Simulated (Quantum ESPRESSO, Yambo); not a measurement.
# MgH2 (P4_2/mnm): G0W0 in Yambo against the bands

Aim: move the bands of a G0W0 run on MgH2 (P4_2/mnm) over a wide range.

Main program and level: Yambo 5.3.0; PBE and many-body steps on it, plane waves.

## (1) Set-up

The structure is tetragonal, space group P4_2/mnm (No. 136). The conventional cell has a = 4.517 Å, b = 4.517 Å, c = 3.020 Å, α = 90.00°, β = 90.00°, γ = 90.00°. Nearest to Mg lie 6 H at 1.95 Å. Nearest to H lie 3 Mg at 1.95 Å. Farther neighbours are not listed.

Structure file:

```xyz
6
Lattice="4.5168 0.0000 0.0000 0.0000 4.5168 0.0000 0.0000 0.0000 3.0205" Properties=species:S:1:pos:R:3 pbc="T T T"
Mg    0.0000    0.0000    0.0000
Mg    2.2584    2.2584    1.5102
H     1.3821    1.3821    0.0000
H     0.8763    3.6405    1.5102
H     3.1347    3.1347    0.0000
H     3.6405    0.8763    1.5102
```

The cell and positions come from the Crystallography Open Database and are kept as given unless a step says otherwise.

## (2) 34 bands

This step: Yambo 5.3.0; G0W0 on PBE, plane waves, norm-conserving pseudopotentials.

G0W0 replaces the xc potential by the self-energy, built once from these orbitals. Only a window of levels is corrected, while the sums run over the empty bands that the input names.

Input file gw1.in:

```
HF_and_locXC
gw0
dyson
ppa
em1d
rim_cut
RandQpts= 1000000
RandGvec= 1 RL
EXXRLvcs= 76 Ry
VXCRLvcs= 304 Ry
Chimod= "HARTREE"
% BndsRnXp
 1 | 34 |
%
NGsBlkXp= 12 Ry
% LongDrXp
 1 | 1 | 1 |
%
% GbndRnge
 1 | 34 |
%
DysSolver= "n"
ExtendOut
PPAPntXp= 27.21138 eV
% QPkrange
 4 | 4 | 11 | 14 |
 18 | 18 | 11 | 14 |
 21 | 21 | 11 | 14 |
 1 | 1 | 11 | 14 |
%
```

Command:

```console
OMP_NUM_THREADS=2 mpirun -n 4 yambo -F gw1.in -J gw1 -C gw1 > gw1.log
```

What it wrote:

```text
 Yambo, version 5.3.0

 [02] CORE Variables Setup
 =========================

  [... cell, symmetries and grids as in the set-up ...]

  [02.05] Energies & Occupations
  ==============================

  [X] === General ===
  [X] Electronic Temperature                        :  0.000000  0.000000 [eV K]
  [X] Bosonic    Temperature                        :  0.000000  0.000000 [eV K]
  [X] Finite Temperature mode                       : no
  [X] El. density                                   :  0.38947E+24 [cm-3]
  [X] Fermi Level                                   :  1.704141 [eV]

  [X] === Gaps and Widths ===
  [X] Conduction Band Min                           :  3.895281 [eV]
  [X] Valence Band Max                              :  0.000000 [eV]
  [X] Filled Bands                                  :  12
  [X] Empty Bands                                   :    13   407
  [X] Direct Gap                                    :  4.665746 [eV]
  [X] Direct Gap localized at k                     :  21
  [X] Indirect Gap                                  :  3.895281 [eV]
  [X] Indirect Gap between kpts                     :   4  18
  [X] Last valence band width                       :  2.647367 [eV]
  [X] 1st conduction band width                     :  5.219412 [eV]

 [03] Transferred momenta grid and indexing
 ==========================================

 IBZ Q-points                                      :  21
 BZ  Q-points                                      :   64

 K/Q-points units:
 rlu = crystal or reduced units; cc = cartesian coordinates; iku = interal k-units

 Q [ 1]         [rlu]:  0.000000  0.000000  0.000000
 Q [ 2]         [rlu]:  0.000000  0.000000  0.250000
 Q [ 3]         [rlu]:  0.000000  0.000000 -0.500000
 Q [ 4]         [rlu]:  0.000000  0.250000  0.000000
 Q [ 5]         [rlu]:  0.000000  0.250000  0.250000
 Q [ 6]         [rlu]:  0.000000  0.250000 -0.500000
 Q [ 7]         [rlu]:  0.000000 -0.500000  0.000000
 Q [ 8]         [rlu]:  0.000000 -0.500000  0.250000
 Q [ 9]         [rlu]:  0.000000 -0.500000 -0.500000
 Q [10]         [rlu]:  0.250000  0.250000  0.000000
     [... 9 further rows ...]
 Q [20]         [rlu]: -0.250000  0.250000 -0.250000
 Q [21]         [rlu]: -0.250000  0.250000  0.500000

 [04] Coloumb potential Random Integration (RIM)
 ===============================================

  [04.01] RIM initialization
  ==========================

  * Diagonal components only detected *

  8 x (sBL volume)        :  0.074561 [a.u.]
  sBZ random points       :  1000000
  Points outside the sBZ  :   7992674
  RL volume               :  0.596489 [a.u.]
  Integrated volume       :  0.597036 [a.u.]

  [04.02] RIM integrals
  =====================

  Gamma point sphere radius             :  0.076346 [a.u.]
  Points outside the sphere             :   799746
  [Int_sBZ(q=0) 1/q^2]*(Vol_sBZ)^(-1/3) =:  7.538312
                                 should be <:  7.795600

  Summary of Coulomb integrals for non-metallic bands |Q|[au] RIM/Bare

  Q [1] 0.100000E-4 0.966996 * Q [4] 0.184031 0.952411
  Q [19] 0.260259 0.994565 * Q [10] 0.260259 0.994039
  Q [2] 0.275196 1.179740 * Q [5] 0.331059 1.091923
  Q [7] 0.368061 0.992365 * Q [20] 0.378771 1.053954
  Q [11] 0.378771 1.053813 * Q [13] 0.411505 0.995853
  Q [8] 0.459567 1.021692 * Q [14] 0.495045 1.016188
  Q [16] 0.520517 0.998458 * Q [3] 0.550392 1.045432
  Q [6] 0.580344 1.037073 * Q [17] 0.588788 1.007986
  Q [21] 0.608823 1.030597 * Q [12] 0.608823 1.030671
  Q [9] 0.662118 1.021843 * Q [15] 0.687217 1.018806
  Q [18] 0.757542 1.012986

 [05] Dipoles
 ============

  [05.01] Setup: observables and procedures
  =========================================

 [06] Dynamic Dielectric Matrix (PPA)
 ====================================

 [WR./gw1//ndb.pp]---------------------------------------------------------------
  Brillouin Zone Q/K grids (IBZ/BZ)                :   21   64   21   64
  RL vectors                                       :   5981 [WF]
  Coulomb cutoff potential                         : none
[...]
RL vectors in the sum                            :   5981
  [r,Vnl] included                                 : yes
  Field direction                                  :  0.577350E-5  0.577350E-5  0.577350E-5
  BZ energy Double Grid                            : no
  BZ energy DbGd points                            : 0
  BZ Q point size factor                           : -1.000000
  X Optical Averaged directions                    : none

 [07] Local Exchange-Correlation + Non-Local Fock
 ================================================

 [VXC] Plane waves :   37211
 [EXS] Plane waves :   4683

 QP @ state[ 1 ] K range:  1  1
 QP @ state[ 1 ] b range:  11  14
 QP @ state[ 2 ] K range:   4   4
 QP @ state[ 2 ] b range:  11  14
 QP @ state[ 3 ] K range:  18  18
 QP @ state[ 3 ] b range:  11  14
 QP @ state[ 4 ] K range:  21  21
 QP @ state[ 4 ] b range:  11  14

 [xc] Functional : Perdew, Burke & Ernzerhof(X)+Perdew, Burke & Ernzerhof(C)
 [xc] LIBXC used to calculate xc functional

 [xc] E_xc :  -17.32084 [Ha]
      E_xc :  -34.64167 [Ry]

  Local XC kind (lXC) : Perdew, Burke & Ernzerhof(X)+Perdew, Burke & Ernzerhof(C)
  Non-Local XC kind (nlXC) : Hartree-Fock

  Corrections @ K [1] :  [eV]
 <11|nlXC|11> = -15.07684 -0.25971E-16 <11|lXC|11> = -11.11025  0.000000
 <12|nlXC|12> = -14.78517  0.17566E-17 <12|lXC|12> = -11.48397  0.000000
 <13|nlXC|13> = -2.917208 -0.16857E-18 <13|lXC|13> = -6.816384  0.000000
 <14|nlXC|14> = -5.742535 -0.98668E-18 <14|lXC|14> = -9.977685  0.000000

  Corrections @ K [4] :  [eV]
 <11|nlXC|11> = -15.04202  0.24160E-17 <11|lXC|11> = -11.18512 -0.37763E-15
 <12|nlXC|12> = -15.02455  0.11959E-16 <12|lXC|12> = -11.63013 -0.18882E-15
[...]
Corrections @ K [18] :  [eV]
[...]
Corrections @ K [21] :  [eV]
[...]
<12|nlXC|12> = -14.94148 -0.19636E-16 <12|lXC|12> = -11.30453  0.37763E-15
 <13|nlXC|13> = -4.638352 -0.12648E-17 <13|lXC|13> = -8.888660 -0.17702E-16
 <14|nlXC|14> = -3.511073  0.32387E-17 <14|lXC|14> = -7.761150  0.000000

  [07.01] Hartree-Fock occupations report
  =======================================

  [Hartree-Fock] === General ===
  [Hartree-Fock] Electronic Temperature             :  0.000000  0.000000 [eV K]
  [Hartree-Fock] Bosonic    Temperature             :  0.000000  0.000000 [eV K]
  [Hartree-Fock] Finite Temperature mode            : no
  [Hartree-Fock] El. density                        :  0.38947E+24 [cm-3]
  [Hartree-Fock] Fermi Level                        :  1.704141 [eV]

  [Hartree-Fock] === Gaps and Widths ===
  [Hartree-Fock] Conduction Band Min                :  4.179119 [eV]
  [Hartree-Fock] Valence Band Max                   : -0.019702 [eV]
  [Hartree-Fock] Filled Bands                       :  12
  [Hartree-Fock] Empty Bands                        :    13   407
  [Hartree-Fock] Direct Gap                         :  4.665747 [eV]
  [Hartree-Fock] Direct Gap localized at k          :  12
  [Hartree-Fock] Indirect Gap                       :  4.198820 [eV]
  [Hartree-Fock] Indirect Gap between kpts          :   3  12
  [Hartree-Fock] Last valence band width            :  4.632971 [eV]
  [Hartree-Fock] 1st conduction band width          :  4.935574 [eV]

 [08] Dyson equation: Newton solver
 ==================================

  [08.01] G0W0 (W PPA)
  ====================

  [  GW  ] Bands range     :    1   34
  [GW/PPA] G damping       :  0.100000 [eV]

  QP @ state[ 1 ] K range:  1  1
  QP @ state[ 1 ] b range:  11  14
  QP @ state[ 2 ] K range:   4   4
  QP @ state[ 2 ] b range:  11  14
  QP @ state[ 3 ] K range:  18  18
  QP @ state[ 3 ] b range:  11  14
  QP @ state[ 4 ] K range:  21  21
  QP @ state[ 4 ] b range:  11  14

   Sc/G bands                                       :    1   34
   Sc/G damping                                     :  0.100000 ev
   Sc bands terminator                              : no
   Sx RL components                                 :   4683

   QP @ state[ 1 ] K range                          :  1  1
   QP @ state[ 1 ] b range                          :  11  14
   QP @ state[ 2 ] K range                          :   4   4
   QP @ state[ 2 ] b range                          :  11  14
   QP @ state[ 3 ] K range                          :  18  18
   QP @ state[ 3 ] b range                          :  11  14
   QP @ state[ 4 ] K range                          :  21  21
   QP @ state[ 4 ] b range                          :  11  14
   GF energies kind                                 : Perdew, Burke & Ernzerhof(X)+Perdew, Burke & Ernzerhof(C)
   GF WF`s kind                                     : Perdew, Burke & Ernzerhof(X)+Perdew, Burke & Ernzerhof(C)
   Xs energies kind                                 : Perdew, Burke & Ernzerhof(X)+Perdew, Burke & Ernzerhof(C)
   Xs WF`s kind                                     : Perdew, Burke & Ernzerhof(X)+Perdew, Burke & Ernzerhof(C)

 [11] Game Over & Game summary
```

Wall time 45 s (4 MPI ranks of AMD EPYC 7R43, shared host); peak memory 1.9 GiB.

Numbers from this step:

* G0W0 gap on the mesh: 5.834 eV
* starting gap on the mesh: 3.895 eV
* k of the valence top: 0, 0.25, 0
* k of the conduction bottom: -0.5, -0.5, -0.5
* least direct G0W0 gap on the computed points: 6.668 eV
* Z at the valence top: 0.7863
* Z at the conduction bottom: 0.8266

The gap on the mesh goes from 3.90 eV to 5.83 eV, a correction of +1.94 eV.

## (3) 61 bands

gw2.in, as its differences from gw1.in of step 2:

```diff
@@ -12,3 +12,3 @@
 % BndsRnXp
- 1 | 34 |
+ 1 | 61 |
 %
@@ -19,3 +19,3 @@
 % GbndRnge
- 1 | 34 |
+ 1 | 61 |
 %
```

Command:

```console
OMP_NUM_THREADS=2 mpirun -n 4 yambo -F gw2.in -J gw2 -C gw2 > gw2.log
```

What it wrote:

```text
 Yambo, version 5.3.0

 [02] CORE Variables Setup
 =========================

  [... cell, symmetries and grids as in the set-up ...]

  [02.05] Energies & Occupations
  ==============================

  [X] === General ===
  [X] Electronic Temperature                        :  0.000000  0.000000 [eV K]
  [X] Bosonic    Temperature                        :  0.000000  0.000000 [eV K]
  [X] Finite Temperature mode                       : no
  [X] El. density                                   :  0.38947E+24 [cm-3]
  [X] Fermi Level                                   :  1.704141 [eV]

  [X] === Gaps and Widths ===
  [X] Conduction Band Min                           :  3.895281 [eV]
  [X] Valence Band Max                              :  0.000000 [eV]
  [X] Filled Bands                                  :  12
  [X] Empty Bands                                   :    13   407
  [X] Direct Gap                                    :  4.665746 [eV]
  [X] Direct Gap localized at k                     :  21
  [X] Indirect Gap                                  :  3.895281 [eV]
  [X] Indirect Gap between kpts                     :   4  18
  [X] Last valence band width                       :  2.647367 [eV]
  [X] 1st conduction band width                     :  5.219412 [eV]

 [03] Transferred momenta grid and indexing
 ==========================================

 IBZ Q-points                                      :  21
 BZ  Q-points                                      :   64

 K/Q-points units:
 rlu = crystal or reduced units; cc = cartesian coordinates; iku = interal k-units

 Q [ 1]         [rlu]:  0.000000  0.000000  0.000000
 Q [ 2]         [rlu]:  0.000000  0.000000  0.250000
 Q [ 3]         [rlu]:  0.000000  0.000000 -0.500000
[...]
[Hartree-Fock] Valence Band Max                   : -0.019702 [eV]
  [Hartree-Fock] Filled Bands                       :  12
  [Hartree-Fock] Empty Bands                        :    13   407
  [Hartree-Fock] Direct Gap                         :  4.665747 [eV]
  [Hartree-Fock] Direct Gap localized at k          :  12
  [Hartree-Fock] Indirect Gap                       :  4.198820 [eV]
  [Hartree-Fock] Indirect Gap between kpts          :   3  12
  [Hartree-Fock] Last valence band width            :  4.632971 [eV]
  [Hartree-Fock] 1st conduction band width          :  4.935574 [eV]

 [08] Dyson equation: Newton solver
 ==================================

  [08.01] G0W0 (W PPA)
  ====================

  [  GW  ] Bands range     :    1   61
  [GW/PPA] G damping       :  0.100000 [eV]

[...]
QP @ state[ 3 ] K range:  18  18
  QP @ state[ 3 ] b range:  11  14
  QP @ state[ 4 ] K range:  21  21
  QP @ state[ 4 ] b range:  11  14

   Sc/G bands                                       :    1   61
   Sc/G damping                                     :  0.100000 ev
   Sc bands terminator                              : no
   Sx RL components                                 :   4683

   QP @ state[ 1 ] K range                          :  1  1
   QP @ state[ 1 ] b range                          :  11  14
   QP @ state[ 2 ] K range                          :   4   4
   QP @ state[ 2 ] b range                          :  11  14
   QP @ state[ 3 ] K range                          :  18  18
   QP @ state[ 3 ] b range                          :  11  14
   QP @ state[ 4 ] K range                          :  21  21
   QP @ state[ 4 ] b range                          :  11  14
   GF energies kind                                 : Perdew, Burke & Ernzerhof(X)+Perdew, Burke & Ernzerhof(C)
   GF WF`s kind                                     : Perdew, Burke & Ernzerhof(X)+Perdew, Burke & Ernzerhof(C)
   Xs energies kind                                 : Perdew, Burke & Ernzerhof(X)+Perdew, Burke & Ernzerhof(C)
   Xs WF`s kind                                     : Perdew, Burke & Ernzerhof(X)+Perdew, Burke & Ernzerhof(C)

 [11] Game Over & Game summary
```

It took 91 s on 4 MPI ranks; peak memory 1.9 GiB; 11 min of CPU time.

This step gave:

```yaml
g0w0_gap_on_the_mesh: 5.862 eV
starting_gap_on_the_mesh: 3.895 eV
k_of_the_valence_top: 0, 0.25, 0
k_of_the_conduction_bottom: -0.5, -0.5, -0.5
least_direct_g0w0_gap_on_the_computed_points: 6.691 eV
z_at_the_valence_top: 0.7860
z_at_the_conduction_bottom: 0.8247
```

Against the run before, the gap moves by +0.028 eV.

## (4) 112 bands

gw3.in, as its differences from gw2.in of step 3:

```diff
@@ -12,3 +12,3 @@
 % BndsRnXp
- 1 | 61 |
+ 1 | 112 |
 %
@@ -19,3 +19,3 @@
 % GbndRnge
- 1 | 61 |
+ 1 | 112 |
 %
```

Command:

```console
OMP_NUM_THREADS=2 mpirun -n 4 yambo -F gw3.in -J gw3 -C gw3 > gw3.log
```

What it wrote:

```text
 Yambo, version 5.3.0

 [02] CORE Variables Setup
 =========================

  [... cell, symmetries and grids as in the set-up ...]

  [02.05] Energies & Occupations
  ==============================

  [X] === General ===
  [X] Electronic Temperature                        :  0.000000  0.000000 [eV K]
  [X] Bosonic    Temperature                        :  0.000000  0.000000 [eV K]
  [X] Finite Temperature mode                       : no
  [X] El. density                                   :  0.38947E+24 [cm-3]
[...]
QP @ state[ 3 ] b range                          :  11  14
   QP @ state[ 4 ] K range                          :  21  21
   QP @ state[ 4 ] b range                          :  11  14
   GF energies kind                                 : Perdew, Burke & Ernzerhof(X)+Perdew, Burke & Ernzerhof(C)
   GF WF`s kind                                     : Perdew, Burke & Ernzerhof(X)+Perdew, Burke & Ernzerhof(C)
   Xs energies kind                                 : Perdew, Burke & Ernzerhof(X)+Perdew, Burke & Ernzerhof(C)
   Xs WF`s kind                                     : Perdew, Burke & Ernzerhof(X)+Perdew, Burke & Ernzerhof(C)

 [11] Game Over & Game summary
```

Elapsed: 2.7 min, on 4 MPI ranks; peak memory 1.9 GiB.

Numbers from this step:

- G0W0 gap on the mesh: 5.915 eV
- starting gap on the mesh: 3.895 eV
- k of the valence top: 0, 0.25, 0
- k of the conduction bottom: -0.5, -0.5, -0.5
- least direct G0W0 gap on the computed points: 6.736 eV

Against the run before, the gap moves by +0.054 eV.

(Part 1 of 2 ends here.)

[Paths, hosts, dates, memory and timing lines, banners, echoed tables and standing remarks are left out of the program output.]

[Logs are printed without paths, hosts, clocks, repeated set-up lines and the standing remarks that a program may print on its own settings, such as how far it seeks lower states.]

[Runs of the session that timed out or met a known fault of the program may be left out.]

[Hosts, paths, dates, database ids (printed as entryN), source tags and the programs' standing remarks are cut or masked in the printed files.]
